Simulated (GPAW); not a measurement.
## How Si2Mo absorbs and reflects light

Aim: the dielectric function of Si2Mo, and the optical constants that follow from it. The cell comes from an older database entry, whose edges can differ from later determinations, mostly by under a per cent.

Main program and level: GPAW 26.7.0; DFT, PBE, plane-wave PAW (GPAW data sets), scalar-relativistic, RPA, optical limit.

The database entry behind the starting cell is an old determination (1927), so it need not match the best structure at ambient conditions.

## Step 1: The starting structure

Symmetry: I4/mmm, No. 139, tetragonal system. Conventional cell: a = 3.200 Å, b = 3.200 Å, c = 7.861 Å, α = 90.00°, β = 90.00°, γ = 90.00°. Nearest to Mo lie 10 Si at 2.62 Å. Nearest to Si lie 5 Si at 2.61 to 2.63 Å and 5 Mo at 2.62 Å. Farther neighbours are not listed.

## Step 2: Ground state

The self-consistent density comes first; it also tells whether there is a gap, which decides the occupations and the need for a Drude term.

This step: DFT, PBE, plane-wave PAW (GPAW data sets), scalar-relativistic, ground state (GPAW 26.7.0).

Contents of gs.py:

```python
from ase import Atoms
from ase.dft.bandgap import bandgap
from gpaw import GPAW, PW, FermiDirac

atoms = Atoms(['Mo', 'Si', 'Si'],
              cell=[[-1.60000000, 1.60000000, 3.93050000],
                    [1.60000000, -1.60000000, 3.93050000],
                    [1.60000000, 1.60000000, -3.93050000]],
              scaled_positions=[[0.00000000, 0.00000000, 0.00000000],
                                [0.66700000, 0.66700000, 0.00000000],
                                [0.33300000, 0.33300000, 0.00000000]],
              pbc=[True, True, True])
atoms.calc = GPAW(mode=PW(400), xc='PBE', kpts={'size': (10, 10, 10), 'gamma': True},
                  occupations=FermiDirac(0.05), maxiter=150, txt='gs.txt')
print('energy (eV)', atoms.get_potential_energy())
print('Fermi level (eV)', atoms.calc.get_fermi_level())
print('valence electrons', atoms.calc.get_number_of_electrons())
print('gap (eV)', bandgap(atoms.calc, output=None)[0])
print('direct gap (eV)', bandgap(atoms.calc, direct=True, output=None)[0])
atoms.calc.write('gs.gpw')
```

Launch:

```
$ OMP_NUM_THREADS=1 python gs.py
```

Numbers of over 12 decimals in the logs are rounded to 6 here.

The log of the run:

```text
__  _  _
 | _ |_)|_||  |
 |__||  | ||/\| - 26.7.0

Versions:
  Python: 3.12.14
  ASE:    3.29.0
  Numpy:  2.5.5
  Scipy:  1.18.1
  Libxc:  7.0.0

Input parameters:
  mode=PW(ecut=400.0),
  kpts=MonkhorstPack(size=(10, 10, 10), gamma=True),
  maxiter=150,
  occupations=Occupations(name='fermi-dirac', width=0.05, fixmagmom=False),
  xc=XC(name='PBE')

Diagonalizing LCAO Hamiltonian
Converting LCAO to pw mode

       Si

       Si

       Mo

Atoms  # Å, Bohr magnetons
|   | symbol |         x |         y |        z |    initial magnetic moments |
| 0 |     Mo |  0.000000 |  0.000000 | 0.000000 | ( 0.0000,  0.0000,  0.0000) |
| 1 |     Si | -0.000000 |  0.000000 | 5.243287 | ( 0.0000,  0.0000,  0.0000) |
| 2 |     Si |  0.000000 | -0.000000 | 2.617713 | ( 0.0000,  0.0000,  0.0000) |

Unit cell  # Å
| periodic |         x |         y |         z |  lengths |     angles |
|      yes | -1.600000 |  1.600000 |  3.930500 | 4.535287 | 138.683989 |
|      yes |  1.600000 | -1.600000 |  3.930500 | 4.535287 | 138.683989 |
|      yes |  1.600000 |  1.600000 | -3.930500 | 4.535287 |  59.857036 |

Number of symmetries: 16
Symmetry operations  # r_c * U_cc + t_c -> r_c
|    | kind |            matrix            |
|  0 |  σ   |  1, 1, 1,  0, 0,-1,  0,-1, 0 |
|  1 |  C4  |  1, 1, 1,  0, 0,-1, -1, 0, 0 |
|  2 |  E   |  1, 0, 0,  0, 1, 0,  0, 0, 1 |
|  3 |  σ   |  1, 0, 0,  0, 1, 0, -1,-1,-1 |
|  4 |  σ   |  0, 1, 0,  1, 0, 0,  0, 0, 1 |
|  5 |  C2  |  0, 1, 0,  1, 0, 0, -1,-1,-1 |
|  6 |  C2  |  0, 0, 1, -1,-1,-1,  1, 0, 0 |
|  7 |  S4  |  0, 0, 1, -1,-1,-1,  0, 1, 0 |
|  8 |  C4  |  0, 0,-1,  1, 1, 1,  0,-1, 0 |
|  9 |  σ   |  0, 0,-1,  1, 1, 1, -1, 0, 0 |
| 10 |  σ   |  0,-1, 0, -1, 0, 0,  1, 1, 1 |
| 11 |  C2  |  0,-1, 0, -1, 0, 0,  0, 0,-1 |
| 12 |  C2  | -1, 0, 0,  0,-1, 0,  1, 1, 1 |
| 13 |  i   | -1, 0, 0,  0,-1, 0,  0, 0,-1 |
| 14 |  S4  | -1,-1,-1,  0, 0, 1,  1, 0, 0 |
| 15 |  C2  | -1,-1,-1,  0, 0, 1,  0, 1, 0 |

BZ-sampling:
  Number of BZ points: 1000
  Number of IBZ points: 102

  Monkhorst-Pack size: [10, 10, 10]
  Monkhorst-Pack shift: [0.05, 0.05, 0.05]

K-points  # in reciprocal-cell coordinates
|     |                                coordinates |     weight |
|   0 | (  0.00000000,   0.00000000,   0.00000000) | 0.00100000 |
|   1 | (  0.10000000,  -0.10000000,   0.00000000) | 0.00400000 |
|   2 | (  0.10000000,  -0.10000000,   0.10000000) | 0.00400000 |
|   3 | (  0.10000000,   0.00000000,   0.00000000) | 0.00800000 |
|   4 | (  0.10000000,   0.10000000,  -0.10000000) | 0.00200000 |
|   5 | (  0.20000000,  -0.20000000,   0.00000000) | 0.00400000 |
|   6 | (  0.20000000,  -0.20000000,   0.10000000) | 0.00800000 |
|   7 | (  0.20000000,  -0.20000000,   0.20000000) | 0.00400000 |
|   8 | (  0.20000000,  -0.10000000,   0.00000000) | 0.01600000 |
|   9 | (  0.20000000,  -0.10000000,   0.10000000) | 0.00800000 |
| ... |                                            |            |
| 101 | (  0.50000000,   0.50000000,   0.50000000) | 0.00100000 |

Plane wave coefficients: 761
Cutoff: 400.0 eV

Spin-components: 1 (collinear spins)
Bands:           18
Projectors:      16
Spin-degeneracy: 2
Datatype:        complex128

Parallelization:
  kpt:    1
  domain: 1
  band:   1

Density:
  Valence electrons: 22.0
  Components: 1
  Grid points: [21 21 21]
  Charge: 0.0  # |e|

Potential:
  Grid points: [21 21 21]

species:
  Mo:
    name:    Molybdenum
    id:
    Z:       42.0
    valence: 14
    core:    28
    charge:  0.0  # [|e|]
    compensation charges:
      type: gauss
      rc: 0.38  # [Å]
      lmax: 2
    cutoffs:
      filter: 2.16  # [Å]
      core: 1.42  # [Å]
    projectors
    | kind |    occ | energy [eV] | rcut [Å] |
    |   4s |  2.000 |     -64.307 |    1.238 |
    |   5s |  1.000 |      -4.084 |    1.238 |
    |   4p |  6.000 |     -38.491 |    1.296 |
    |   5p |  0.000 |      -1.044 |    1.296 |
    |   4d |  5.000 |      -3.754 |    1.296 |
    |    d |        |      23.458 |    1.296 |

    Using partial waves for Mo as LCAO basis

  Si:
    name:    Silicon
    id:
    Z:       14.0
    valence: 4
    core:    10
    charge:  0.0  # [|e|]
    compensation charges:
      type: gauss
      rc: 0.33  # [Å]
      lmax: 2
    cutoffs:
      filter: 1.86  # [Å]
      core: 2.06  # [Å]
    projectors
    | kind |    occ | energy [eV] | rcut [Å] |
    |   3s |  2.000 |     -10.812 |    1.058 |
    |   3p |  2.000 |      -4.081 |    1.058 |
    |    s |        |      16.399 |    1.058 |
    |    p |        |      23.130 |    1.058 |
    |    d |        |       0.000 |    1.058 |

    Using partial waves for Si as LCAO basis

Reference energy: -125906.761132  # eV

eigensolver:
  PPCG
  Converge bands: occupied
  niter=2

density mixing:
  MSR1-Mixer
  Pratt-step length: 0.05
  Maximum mixing coefficient: 0.75
  Old densities: 10
  SVD Regularization: 0.005
  Good broyden scale: 1.0
  Trust region scale: 1.0
  Backstep threshold: 4.0
  History deletion threshold: 6.0
  Fourier metric: weight=20.0, sigma=0.015

occupation numbers:
  Fermi-Dirac:
    width: 0.0500  # eV

poisson solver:
  ecut: 3200.0  # eV

xc functional:
  name: PBE with 2 nearest neighbor stencil

convergence criteria:
- Maximum [total energy] change in last 3 cyles: 0.0005 eV / valence electron
- Maximum integral of absolute [dens]ity change: 0.0001 electrons / valence electron
- Maximum integral of absolute [eigenst]ate change: 4e-08 eV^2 / valence electron
maximum number of iterations: 150

SCF iterations
|iter     |      energy | eigst |  dens |
|iter:   1||  -24.581059 | +0.51 |       |
|iter:   2||  -24.221803 | -1.56 | -0.98 |
|iter:   3||  -23.494514 | -0.98 | -1.04 |
|iter:   4||  -23.484998 | -2.54 | -1.51 |
|iter:   5||  -23.484170c| -2.79 | -1.75 |
|iter:   6||  -23.484290c| -3.95 | -2.37 |
|iter:   7||  -23.484350c| -5.46 | -3.04 |
|iter:   8||  -23.484349c| -6.93 | -3.96 |
|iter:   9||  -23.484349c| -8.34c| -4.50c|

Converged in 9 steps
SCF loop duration: 30.116 s (3.346 s/step)
Energy contributions relative to reference atoms: (reference = -125906.761132)

Energy contributions:
  Kinetic:           1.196713
  Coulomb:          -1.790076
  Zero:             -0.273118
  External:          0.000000
  Xc:              -22.616220
  Entropy:          -0.003295
  Spinorbit:         0.000000
  ----------------------------
  Free energy:     -23.485997
  Extrapolated:    -23.484349

dipole moment: (-12.902702, -12.902702, 2.405329)  # |e|*Ang

Fermi level: 12.099
Eigenvalues  # (at kpt = [0.000, 0.000, 0.000])
| band index |      eig [eV] | occ [0-2] |
|          0 |       -48.666 |     2.000 |
|        ... |               |           |
|          2 |       -22.765 |     2.000 |
|          3 |       -22.765 |     2.000 |
|          4 |        -1.334 |     2.000 |
|          5 |         5.815 |     2.000 |
|          6 |         8.644 |     2.000 |
|          7 |         9.133 |     2.000 |
|          8 |         9.482 |     2.000 |
|          9 |         9.482 |     2.000 |
|         10 |        12.538 |     0.000 |
|         11 |        15.204 |     0.000 |
|         12 |        15.761 |     0.000 |
|         13 |        15.761 |     0.000 |
|         14 |        16.152 |     0.000 |
|         15 |        17.115 |     0.000 |
|         16 |        17.115 |     0.000 |
|         17 |        22.694 |     0.000 |

No gap
No difference between direct/indirect transitions

--- standard output ---
energy (eV) -23.484349
Fermi level (eV) 12.098646
valence electrons 22.0
gap (eV) 0.0
direct gap (eV) 0.0
```

Wall time 33 s (1 thread of Arm Neoverse V2, shared host); peak memory 0.17 GiB.

This step gave:

```
energy       : -23.48 eV
Fermi energy : 12.10 eV
electrons    : 22
```

There are states at the Fermi level within the smearing, so the occupations stay smeared and the carriers get a Drude term.

## Step 3: Bands for the response

The response needs many more empty bands than the density does.

This step: DFT, PBE, plane-wave PAW (GPAW data sets), scalar-relativistic, bands at fixed density (GPAW 26.7.0).

Contents of nscf.py:

```python
from ase.dft.bandgap import bandgap
from gpaw import GPAW, FermiDirac

calc = GPAW('gs.gpw').fixed_density(kpts={'size': (18, 18, 18), 'gamma': True}, nbands=39, convergence={'bands': 33},
                                    occupations=FermiDirac(0.05), txt='nscf.txt')
print('gap (eV)', bandgap(calc, output=None)[0])
print('direct gap (eV)', bandgap(calc, direct=True, output=None)[0])
print('top band over the Fermi level (eV)', min(calc.get_eigenvalues(kpt=k)[32] for k in range(len(calc.get_ibz_k_points()))) - calc.get_fermi_level())
calc.write('full.gpw', mode='all')
```

Launch:

```
$ OMP_NUM_THREADS=1 python nscf.py
```

The log of the run:

```text
Diagonalizing LCAO Hamiltonian
Converting LCAO to pw mode
convergence criteria:
- Maximum integral of absolute [eigenst]ate change: 4e-08 eV^2 / valence electron
maximum number of iterations: 150

SCF iterations
|iter     |      energy | eigst |  dens |
|iter:   1||             | +3.04 |       |
|iter:   2||             | +1.43 |       |
|iter:   3||             | +0.53 |       |
|iter:   4||             | -0.27 |       |
|iter:   5||             | -0.93 |       |
|iter:   6||             | -1.56 |       |
|iter:   7||             | -2.12 |       |
|iter:   8||             | -2.69 |       |
|iter:   9||             | -3.27 |       |
|iter:  10||             | -3.87 |       |
|iter:  11||             | -4.48 |       |
|iter:  12||             | -5.08 |       |
|iter:  13||             | -5.67 |       |
|iter:  14||             | -6.24 |       |
|iter:  15||             | -6.81 |       |
|iter:  16||             | -7.45c|       |
SCF steps: 16
  __  _  _
 | _ |_)|_||  |
 |__||  | ||/\| - 26.7.0

Versions:
  Python: 3.12.14
  ASE:    3.29.0
  Numpy:  2.5.5
  Scipy:  1.18.1
  Libxc:  7.0.0

Input parameters:
  mode=PW(ecut=400.0),
  convergence={'bands': 33},
  gpts=array([21, 21, 21]),
  kpts=MonkhorstPack(size=(18, 18, 18), gamma=True),
  maxiter=150,
  nbands=39,
  occupations=Occupations(name='fermi-dirac', width=0.05, fixmagmom=False),
  parallel={},
  xc=XC(name='PBE')

--- standard output ---
gap (eV) 0.0
direct gap (eV) 0.0
top band over the Fermi level (eV) 25.225480
```

Run time: 8.2 min. Hardware: 1 thread; peak memory 0.46 GiB.

(Part 1 of 2 ends here.)

[Machine, clock and banner lines and Python warnings are left out of the logs.]

[Logs are printed without paths, hosts, clocks, repeated set-up lines and the standing remarks that a program may print on its own settings, such as how far it seeks lower states.]

[Hosts, paths, dates, database ids (printed as entryN), source tags and the programs' standing remarks are cut or masked in the printed files.]
